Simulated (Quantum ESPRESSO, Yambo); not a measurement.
An input for Quantum ESPRESSO 7.5 (WS2 (Tungstenite)):

```
&control
  calculation = 'scf'
  prefix = 'x'
  outdir = 'o'
  pseudo_dir = 'pseudo'
/
&system
  ibrav = 0
  nat = 3
  ntyp = 2
  ecutwfc = 62.0
  nbnd = 18
  force_symmorphic = .true.
/
&electrons
  conv_thr = 1e-10
  electron_maxstep = 80
  mixing_beta = 0.5
/
ATOMIC_SPECIES
  W 183.84 W.upf
  S 32.06 S.upf
CELL_PARAMETERS angstrom
  1.5632100000 0.9025197143 6.1017000000
  -1.5632100000 0.9025197143 6.1017000000
  0.0000000000 -1.8050394286 6.1017000000
ATOMIC_POSITIONS crystal
  W 0.0000000000 0.0000000000 0.0000000000
  S 0.2497000000 0.2497000000 0.2497000000
  S 0.4190000000 0.4190000000 0.4190000000
K_POINTS automatic
  8 8 8 0 0 0
```

```sh
OMP_NUM_THREADS=1 mpirun -n 4 pw.x -nk 4 -in pw.in > pw.out
```

Q: How long will it take on 4 MPI ranks of Arm Neoverse V1, shared host, and how much memory?

It took 46 s; on shared hardware allow 23 s to 91 s. Peak host memory was 0.34 GiB.

[Paths, hosts, dates, memory and timing lines, banners, echoed tables and standing remarks are left out of the program output.]

[Logs are printed without paths, hosts, clocks, repeated set-up lines and the standing remarks that a program may print on its own settings, such as how far it seeks lower states.]

[Runs of the session that timed out or met a known fault of the program may be left out.]

[Hosts, paths, dates, database ids (printed as entryN), source tags and the programs' standing remarks are cut or masked in the printed files.]
